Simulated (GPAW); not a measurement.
**CsGeCl3 (R3m): one start, several treatments of the self-energy**

Wanted: the gap of CsGeCl3 (R3m) under several approximations, with cost.

Program: GPAW 26.7.0. Level of theory: LDA and many-body steps on it, plane waves. Results are calculated unless marked as measured.

## (1) Set-up

The structure is trigonal, space group R3m (No. 160). Conventional cell: a = 7.694 Å, b = 7.694 Å, c = 9.535 Å, α = 90.00°, β = 90.00°, γ = 120.00°. Nearest to Cs lie 12 Cl at 3.86 to 3.90 Å. Nearest to Ge lie 3 Cl at 2.37 Å. Nearest to Cl lie 2 Ge at 2.37 to 3.10 Å and 4 Cs at 3.86 to 3.90 Å. Farther neighbours and most contacts between anions are not listed.

Structure file:

```cif
data_structure
_symmetry_space_group_name_H-M 'R3m:H'
_symmetry_Int_Tables_number 160
_cell_length_a 7.6936
_cell_length_b 7.6936
_cell_length_c 9.5349
_cell_angle_alpha 90.000
_cell_angle_beta 90.000
_cell_angle_gamma 120.000
_cell_volume 488.78
loop_
_atom_site_label
_atom_site_type_symbol
_atom_site_symmetry_multiplicity
_atom_site_Wyckoff_symbol
_atom_site_fract_x
_atom_site_fract_y
_atom_site_fract_z
_atom_site_occupancy
Cs1 Cs 3 a 0.33333 0.66667 0.66507 1
Ge1 Ge 3 a 0.33333 0.66667 0.18220 1
Cl1 Cl 9 b 0.18269 0.36538 0.31402 1
```

The cell and positions are those that the Materials Project relaxed with its own functionals (PBE, PBE+U or r2SCAN), kept fixed. Spin-orbit coupling is left out unless a step names it.

## (2) Empty states on the mesh, 4×4×4 mesh, 203 bands

This step: GPAW 26.7.0; DFT, LDA, plane waves, PAW.

The sums over transitions need many empty states on a uniform mesh; this step solves for them.

The input, run.py:

```python
import json
import numpy as np
from gpaw.mpi import world
from gpaw import GPAW

calc = GPAW('gs.gpw').fixed_density(kpts={'size': (4, 4, 4), 'gamma': True},
    nbands=236,
    convergence={'bands': 203},
    txt='nscf.txt')
calc.write('full.gpw', mode='all')
res = {}
kpts = calc.get_ibz_k_points()
res['kpts'] = kpts
res['eigenvalues'] = [calc.get_eigenvalues(kpt=k) for k in range(len(kpts))]
res['n_electrons'] = calc.get_number_of_electrons()

if world.rank == 0:
    with open('result.json', 'w') as f:
        json.dump(res, f, default=lambda x: x.tolist())
```

On the command line:

```
$ mpirun -n 4 gpaw python run.py
```

Numbers of over 12 decimals in the logs are rounded to 6 here.

What it wrote:

```text
Diagonalizing LCAO Hamiltonian
Converting LCAO to pw mode
convergence criteria:
- Maximum integral of absolute [eigenst]ate change: 4e-08 eV^2 / valence electron
maximum number of iterations: 100

SCF iterations
|iter     |     time |      energy | eigst |  dens |
|iter:   1|  |             | +4.21 |       |
|iter:   2|  |             | +3.05 |       |
|iter:   3|  |             | +1.96 |       |
[...]
|iter:  13|  |             | -6.55 |       |
|iter:  14|  |             | -6.91 |       |
|iter:  15|  |             | -7.43c|       |
SCF steps: 15
  __  _  _
 | _ |_)|_||  |
 |__||  | ||/\| - 26.7.0

Input parameters:
  mode=PW(ecut=450.000000),
  convergence={'bands': 203},
  gpts=array([27, 27, 27]),
  kpts=MonkhorstPack(size=(4, 4, 4), gamma=True),
  maxiter=100,
  nbands=236,
  occupations=Occupations(name='fermi-dirac', width=0.001, fixmagmom=False),
  parallel={},
  xc=XC(name='LDA')
# Writing to full.gpw (mode='all')
  [... matrices ...]

timing:  # [seconds]
  Total: 0.058  # ━━━━━━━━━━━━━━━━━━━━━━━━━━━━━━━━━━━━━━━━━━━━━━━━━━━━━━━━━━━
```

The job ended after 43 s (4 MPI ranks of AMD EPYC 9R45, shared host; peak memory 1.1 GiB; 2.8 min of CPU time).

This step gave:

| Quantity | Value |
| --- | --- |
| gap | 1.948 eV |
| k of the valence top | 0.5, 0.5, 0.5 |
| k of the conduction bottom | 0.5, 0.5, 0.5 |
| least direct gap | 1.948 eV |
| k points computed | 13 |
| lowest point of the top converged band, above the valence top | 56.2198 eV |

On this mesh the gap is 1.948 eV.

## (3) G0W0, Godby-Needs plasmon pole

G0W0 replaces the xc potential by the self-energy, built once from these orbitals. Only a window of levels is corrected, while the sums run over the empty bands that the input names.

This step: G0W0 on LDA, plane waves, PAW.

The input, run.py:

```python
import json
import numpy as np
from gpaw.mpi import world
from gpaw.response.g0w0 import G0W0

gw = G0W0('full.gpw',
    filename='gw',
    kpts=[0, 12],
    bands=(15, 19),
    ecut=65,
    nbands=193,
    integrate_gamma='WS',
    ppa=True)
gw.calculate()
res = {mode: {k: v for k, v in r.items() if k != 'sigma_eskwn'}
       for mode, r in gw.all_results.items()}

if world.rank == 0:
    with open('result.json', 'w') as f:
        json.dump(res, f, default=lambda x: x.tolist())
```

On the command line:

```
$ mpirun -n 4 gpaw python run.py
```

What it wrote:

```text
Using integrator: PointIntegrator
FrequencyGridDescriptor(from 0.000+0.000j to 0.000+27.211j eV, 2 points)
Nonperiodic BCs:  [False False False]
Using integrator: PointIntegrator
FrequencyGridDescriptor(from 0.000+0.000j to 0.000+27.211j eV, 2 points)
Nonperiodic BCs:  [False False False]
  ___  _ _ _
 |   || | | |
 | | || | | |
 |__ ||_____|
 |___|

BZ k-points: Symmetries present (total): 6

  [... matrices ...]
64 k-points: 4 x 4 x 4 Monkhorst-Pack grid + [1/8,1/8,1/8]
13 k-points in the irreducible part of the Brillouin zone
       k-points in crystal coordinates                weights
   0:     0.00000000    0.00000000    0.00000000          1/64
   1:     0.25000000    0.00000000   -0.25000000          6/64
   2:     0.25000000    0.00000000    0.00000000          6/64
   3:     0.25000000    0.25000000   -0.25000000          6/64
   4:     0.25000000    0.25000000    0.00000000          6/64
   5:     0.25000000    0.25000000    0.25000000          2/64
   6:     0.50000000    0.00000000    0.00000000          3/64
   7:     0.50000000    0.25000000   -0.25000000          6/64
   8:     0.50000000    0.25000000    0.00000000         12/64
   9:     0.50000000    0.25000000    0.25000000          6/64
          ...
  12:     0.50000000    0.50000000    0.50000000          1/64

Distributing spins, k-points and bands (1 x 2 x 4) over 4 processes
Number of blocks: 1

Quasi particle states:
k-points (IBZ indices): [0, 12]
Band range: (15, 19)
  [... matrices ...]
Computational parameters:
Plane wave cut-off: 65 eV
Number of bands: 193
Coulomb cutoff: None
Broadening: 0.1 eV

fxc modes: GW
Kernel: RPA
Using Godby-Needs plasmon-pole approximation:
  Fitting energy: i*E0, E0 = 1.000 Hartree
Summing all q:

Calculating screened Coulomb potential
No Coulomb truncation
FrequencyGridDescriptor(from 0.000+0.000j to 0.000+27.211j eV, 2 points)
Removing empty qpoint cache files...

Calculating chi0 body with:
    Ground state adapter containing:
    Number of spins: 1
    Number of kpoints: 64
    Number of irreducible kpoints: 13
    Number of completely occupied states: 17
    Number of partially occupied states: 17
    Occupied states memory: 5.105759 M / cpu

    Linear response parametrization:
    q_c: [0.0, 0.0, 0.0]
    Number of frequency points: 2
    Planewave cutoff: 65.0
    Number of bands: 193
    Number of planewaves: 179
    Broadening (eta): 1e-06
    comm.size: 4
    kncomm.size: 4
    blockcomm.size: 1

    Memory estimate of potentially large arrays:
        chi0_wGG: 0.977814 M / cpu
Integrating chi0 body.

Symmetries of q_c:
    Direct symmetries (Uq -> q): 6
    Indirect symmetries (TUq -> q): 6
In total 12 allowed symmetries.

  [... matrices ...]
13 groups of equivalent kpoints. 79.6875% reduction.

Integral kind: response function
Integrating chi0 head and wings.

Symmetries of q_c:
    Direct symmetries (Uq -> q): 6
    Indirect symmetries (TUq -> q): 6
In total 12 allowed symmetries.

  [... matrices ...]
13 groups of equivalent kpoints. 79.6875% reduction.

Integral kind: response function wings

Calculating chi0 body with:
    Ground state adapter containing:
    Number of spins: 1
    Number of kpoints: 64
    Number of irreducible kpoints: 13
    Number of completely occupied states: 17
    Number of partially occupied states: 17
    Occupied states memory: 5.105759 M / cpu

[... the further q-points ...]

Results:
f:      Occupation numbers
eps:     KS-eigenvalues [eV]
vxc:     KS vxc [eV]
exx:     Exact exchange [eV]
sigma:   Self-energies [eV]
dsigma:  Self-energy derivatives
Z:       Renormalization factors
qp:      QP-energies [eV]

k-point 0 (0): (0.000, 0.000, 0.000)                GW
band       f     eps     vxc     exx   sigma  dsigma       Z      qp
                                                                   GW
  15   1.000   0.082 -16.620 -20.746   2.946  -0.274   0.785  -0.843
  16   1.000   0.276 -16.384 -20.130   2.707  -0.274   0.785  -0.540
  17   0.000   5.796  -8.582  -4.215  -3.225  -0.174   0.852   6.768
  18   0.000   6.668  -7.933  -3.595  -3.139  -0.170   0.855   7.692

k-point 1 (12): (0.500, 0.500, 0.500)                GW
band       f     eps     vxc     exx   sigma  dsigma       Z      qp
                                                                   GW
  15   1.000   0.420 -16.842 -21.028   2.995  -0.275   0.784  -0.514
  16   1.000   2.598 -16.909 -18.291   1.147  -0.248   0.801   2.410
  17   0.000   4.546 -13.256  -8.789  -2.943  -0.220   0.820   5.795
  18   0.000   4.547 -12.302  -7.923  -2.994  -0.221   0.819   5.681
```

It took 79 s on 4 MPI ranks; peak memory 1.8 GiB; 5.2 min of CPU time.

Numbers from this step:

* G0W0 gap on the points computed: 3.272 eV
* least direct G0W0 gap on the computed points: 3.272 eV
* Z at the valence top: 0.8013
* Z at the conduction bottom: 0.8189
* starting gap on the mesh: 1.948 eV
* k of the valence top: 0.5, 0.5, 0.5
* k of the conduction bottom: 0.5, 0.5, 0.5

The gap on the mesh goes from 1.95 eV to 3.27 eV, a correction of +1.32 eV.

## (4) G0W0, full frequency, Hilbert transform

run.py: that of step 3 with these lines changed.

```diff
@@ -12,3 +12,5 @@
     integrate_gamma='WS',
-    ppa=True)
+    frequencies={'type': 'nonlinear', 'domega0': 0.1, 'omega2': 15.0},
+    eta=0.1,
+    nblocksmax=True)
 gw.calculate()
```

On the command line:

```
$ mpirun -n 4 gpaw python run.py
```

What it wrote:

```text
Using integrator: PointIntegrator
NonLinearFrequencyDescriptor(from 0.000 to 77.690 eV, 248 points)
Nonperiodic BCs:  [False False False]
Using integrator: PointIntegrator
NonLinearFrequencyDescriptor(from 0.000 to 77.690 eV, 248 points)
Nonperiodic BCs:  [False False False]
  ___  _ _ _
 |   || | | |
 | | || | | |
 |__ ||_____|
 |___|

BZ k-points: Symmetries present (total): 6

  [... matrices ...]
64 k-points: 4 x 4 x 4 Monkhorst-Pack grid + [1/8,1/8,1/8]
13 k-points in the irreducible part of the Brillouin zone
       k-points in crystal coordinates                weights
   0:     0.00000000    0.00000000    0.00000000          1/64
   1:     0.25000000    0.00000000   -0.25000000          6/64
   2:     0.25000000    0.00000000    0.00000000          6/64
[...]
9:     0.50000000    0.25000000    0.25000000          6/64
          ...
  12:     0.50000000    0.50000000    0.50000000          1/64

Distributing spins, k-points and bands (1 x 2 x 4) over 1 process
Number of blocks: 4

Quasi particle states:
k-points (IBZ indices): [0, 12]
Band range: (15, 19)
  [... matrices ...]
Computational parameters:
Plane wave cut-off: 65 eV
Number of bands: 193
Coulomb cutoff: None
Broadening: 0.1 eV

fxc modes: GW
Kernel: RPA
Using full-frequency real axis integration
Summing all q:

Calculating screened Coulomb potential
No Coulomb truncation
NonLinearFrequencyDescriptor(from 0.000 to 77.690 eV, 248 points)
Removing empty qpoint cache files...

Calculating chi0 body with:
    Ground state adapter containing:
    Number of spins: 1
    Number of kpoints: 64
    Number of irreducible kpoints: 13
    Number of completely occupied states: 17
    Number of partially occupied states: 17
    Occupied states memory: 5.105759 M / cpu

    Linear response parametrization:
    q_c: [0.0, 0.0, 0.0]
    Number of frequency points: 248
    Planewave cutoff: 65.0
    Number of bands: 193
    Number of planewaves: 179
    Broadening (eta): 0.1
    comm.size: 4
    kncomm.size: 1
    blockcomm.size: 4

    Memory estimate of potentially large arrays:
        chi0_wGG: 30.312225 M / cpu
Integrating chi0 body.

Symmetries of q_c:
    Direct symmetries (Uq -> q): 6
    Indirect symmetries (TUq -> q): 6
In total 12 allowed symmetries.

  [... matrices ...]
13 groups of equivalent kpoints. 79.6875% reduction.

Integral kind: spectral function
Integrating chi0 head and wings.

Symmetries of q_c:
    Direct symmetries (Uq -> q): 6
    Indirect symmetries (TUq -> q): 6
In total 12 allowed symmetries.

  [... matrices ...]
13 groups of equivalent kpoints. 79.6875% reduction.

Integral kind: spectral function wings

Calculating chi0 body with:
    Ground state adapter containing:
    Number of spins: 1
    Number of kpoints: 64
    Number of irreducible kpoints: 13
    Number of completely occupied states: 17
    Number of partially occupied states: 17
    Occupied states memory: 5.105759 M / cpu

[... the further q-points ...]

Results:
f:      Occupation numbers
eps:     KS-eigenvalues [eV]
vxc:     KS vxc [eV]
exx:     Exact exchange [eV]
sigma:   Self-energies [eV]
dsigma:  Self-energy derivatives
Z:       Renormalization factors
qp:      QP-energies [eV]

k-point 0 (0): (0.000, 0.000, 0.000)                GW
band       f     eps     vxc     exx   sigma  dsigma       Z      qp
                                                                   GW
  15   1.000   0.082 -16.620 -20.746   2.947  -0.341   0.746  -0.796
  16   1.000   0.276 -16.384 -20.130   2.732  -0.350   0.741  -0.475
  17   0.000   5.796  -8.582  -4.215  -3.186  -0.208   0.828   6.773
[...]
k-point 1 (12): (0.500, 0.500, 0.500)                GW
band       f     eps     vxc     exx   sigma  dsigma       Z      qp
                                                                   GW
[...]
17   0.000   4.546 -13.256  -8.789  -2.897  -0.261   0.793   5.791
  18   0.000   4.547 -12.302  -7.923  -2.949  -0.264   0.791   5.678
```

Elapsed: 96 s, on 4 MPI ranks; peak memory 2.1 GiB; 6.4 min of CPU time.

This step gave:

* G0W0 gap on the points computed: 3.243 eV
* least direct G0W0 gap on the computed points: 3.243 eV
* Z at the valence top: 0.7719
* Z at the conduction bottom: 0.7909
* starting gap on the mesh: 1.948 eV
* k of the valence top: 0.5, 0.5, 0.5
* k of the conduction bottom: 0.5, 0.5, 0.5

Against G0W0 in GPAW (4×4×4 mesh, 193 bands, screening to 65 eV, Godby-Needs plasmon pole), the gap moves by −0.028 eV.

## (5) G0W0, multipole

run.py: that of step 4 with these lines changed.

```diff
@@ -12,5 +12,3 @@
     integrate_gamma='WS',
-    frequencies={'type': 'nonlinear', 'domega0': 0.1, 'omega2': 15.0},
-    eta=0.1,
-    nblocksmax=True)
+    mpa={'npoles': 4, 'wrange': [0, 40], 'varpi': 20.0, 'eta0': 0.01, 'eta_rest': 1.0, 'alpha': 1})
 gw.calculate()
```

On the command line:

```
$ mpirun -n 4 gpaw python run.py
```

What it wrote:

```text
Using integrator: PointIntegrator
FrequencyGridDescriptor(from 0.000+0.010j to 40.000+20.000j eV, 8 points)
Nonperiodic BCs:  [False False False]
Using integrator: PointIntegrator
FrequencyGridDescriptor(from 0.000+0.010j to 40.000+20.000j eV, 8 points)
Nonperiodic BCs:  [False False False]
  ___  _ _ _
 |   || | | |
 | | || | | |
 |__ ||_____|
 |___|

BZ k-points: Symmetries present (total): 6

  [... matrices ...]
64 k-points: 4 x 4 x 4 Monkhorst-Pack grid + [1/8,1/8,1/8]
13 k-points in the irreducible part of the Brillouin zone
[...]
GW
  15   1.000   0.082 -16.620 -20.746   2.948  -0.330   0.752  -0.803
  16   1.000   0.276 -16.384 -20.130   2.728  -0.333   0.750  -0.488
  17   0.000   5.796  -8.582  -4.215  -3.179  -0.199   0.834   6.786
[...]
k-point 1 (12): (0.500, 0.500, 0.500)                GW
band       f     eps     vxc     exx   sigma  dsigma       Z      qp
                                                                   GW
[...]
17   0.000   4.546 -13.256  -8.789  -2.895  -0.250   0.800   5.804
  18   0.000   4.547 -12.302  -7.923  -2.950  -0.254   0.797   5.687
```

The job ended after 2.2 min (4 MPI ranks; peak memory 1.8 GiB; 8.7 min of CPU time).

This step gave:

* G0W0 gap on the points computed: 3.253 eV
* least direct G0W0 gap on the computed points: 3.253 eV
* starting gap on the mesh: 1.948 eV
* k of the valence top: 0.5, 0.5, 0.5
* k of the conduction bottom: 0.5, 0.5, 0.5

Against G0W0 in GPAW (4×4×4 mesh, 193 bands, screening to 65 eV, Godby-Needs plasmon pole), the gap moves by −0.019 eV.

## (6) Side by side

Times are wall times on 4 MPI ranks of AMD EPYC 9R45, shared host, good to a factor of about two.

```tsv
run	mesh	bands	screening cutoff (eV)	DFT gap (eV)	gap on the mesh (eV)	direct (eV)	time
G0W0, Godby-Needs plasmon pole	4×4×4	193	65	1.948	3.272	3.272	79 s
G0W0, full frequency, Hilbert transform	4×4×4	193	65	1.948	3.243	3.243	96 s
G0W0, multipole	4×4×4	193	65	1.948	3.253	3.253	2.2 min
```

## (7) Results

- G0W0, Godby-Needs plasmon pole: 3.272 eV
- G0W0, full frequency, Hilbert transform: 3.243 eV
- G0W0, multipole: 3.253 eV
- known limits: not at the basis limit; no spin-orbit coupling

G0W0, full frequency, Hilbert transform: −0.028 eV against G0W0, Godby-Needs plasmon pole. G0W0, multipole: −0.019 eV against G0W0, Godby-Needs plasmon pole. Bands and cutoff are finite, so the gap is not at the basis limit. The miss can reach some tenths of an eV and take either sign; the mesh is an error of its own. These stock PAW sets were not made for GW; the filled d or f shell of Ge lies in the frozen core, which bears on start and correction. In the G0W0 runs levels were corrected at 2 k points alone, so a gap called «on the mesh» is the least over those, and an edge elsewhere would be missed. The many-body steps are scalar-relativistic: spin-orbit coupling is not in them.

[Paths, hosts, dates, memory and timing lines, banners, echoed tables and standing remarks are left out of the program output.]

[Logs are printed without paths, hosts, clocks, repeated set-up lines and the standing remarks that a program may print on its own settings, such as how far it seeks lower states.]

[Runs of the session that timed out or met a known fault of the program may be left out.]

[Hosts, paths, dates, database ids (printed as entryN), source tags and the programs' standing remarks are cut or masked in the printed files.]
